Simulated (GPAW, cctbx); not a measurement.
# By hand: from a DFT structure factor to an extinction distance in SiAg2HgSe4

SiAg2HgSe4, I-42m (no. 121), a = 7.3943 Å, b = 7.3943 Å, c = 6.7568 Å, α = 90.00°, β = 90.00°, γ = 90.00°.

| atom | mult. | x | y | z |
| --- | --- | --- | --- | --- |
| Hg1 | 2 | 0 | 0 | 1/2 |
| Ag1 | 4 | 1/2 | 0 | 0 |
| Se1 | 8 | 0.1808 | 0.1808 | 0.1961 |
| Si1 | 2 | 0 | 0 | 0 |

The start was made by putting kin elements into a known structure type; the compound need not exist, or be stable, in this form.

A DFT run (GPAW, PBE, 450 eV, 4×4×4 k-points, Fermi–Dirac width 0.05 eV) gives the static X-ray structure factor of 002 as 147.639 e for the conventional cell; superposed free atoms give 148.789 e. **Problem.** Find the Fourier component V of the crystal potential and the two-beam extinction distance at 120 kV in both cases.

## 1. Geometry

The cell volume is Ω = 369.43 Å³ and d(002) = 3.3784 Å, so g = 1/d = 0.2960 Å⁻¹.

## 2. The nuclei

Electrons feel nuclei as well as electrons, so the nuclear charges are summed with the same phases.

Phase sums Σ exp(2πi h·x), turned so that the total is real and positive: Hg +2.000, Ag +4.000, Se -6.234, Si +2.000. Then F_Z = 80 × (+2.000) + 47 × (+4.000) + 34 × (-6.234) + 14 × (+2.000) = 164.04 e. The electron term has the same sign for this reflection.

## 3. Mott–Bethe

Poisson's equation, term by term, gives V = (e/4πε₀)(F_Z − F)/(πΩg²), with e/4πε₀ = 14.3996 V Å.

The prefactor is 14.3996 × 3.3784²/(π × 369.43) = 0.14161 V per electron. Free atoms: (164.04 − 148.789) × 0.14161 = 2.159 V. Crystal: (164.04 − 147.639) × 0.14161 = 2.322 V. F changes by -0.77 % and V by +7.5 %: the same 1.15 e is measured against F_Z − F = 15.2 e in place of F = 148.8 e.

## 4. Extinction distance

In the two-beam case ξ = 1/(λU) with U = 2γm₀eV/h², that is ξ = 150.41 V Å²/(γλV).

At 120 kV, λ = 0.03349 Å and γ = 1.2348. Free atoms: ξ = 1685 Å. Crystal: ξ = 1566 Å. The thickness fringes go as sin²(πt/ξ), so the two patterns slip by a quarter of a period when t|1/ξ₁ − 1/ξ₀| = 1/4, at t ≈ 558 nm. Thermal motion, absorption and many-beam coupling, left out here, change a real pattern.

## 5. Answer

V(002) is 2.32 V against 2.16 V, and ξ is 1566 against 1685 Å. Limits: static atoms, two beams.
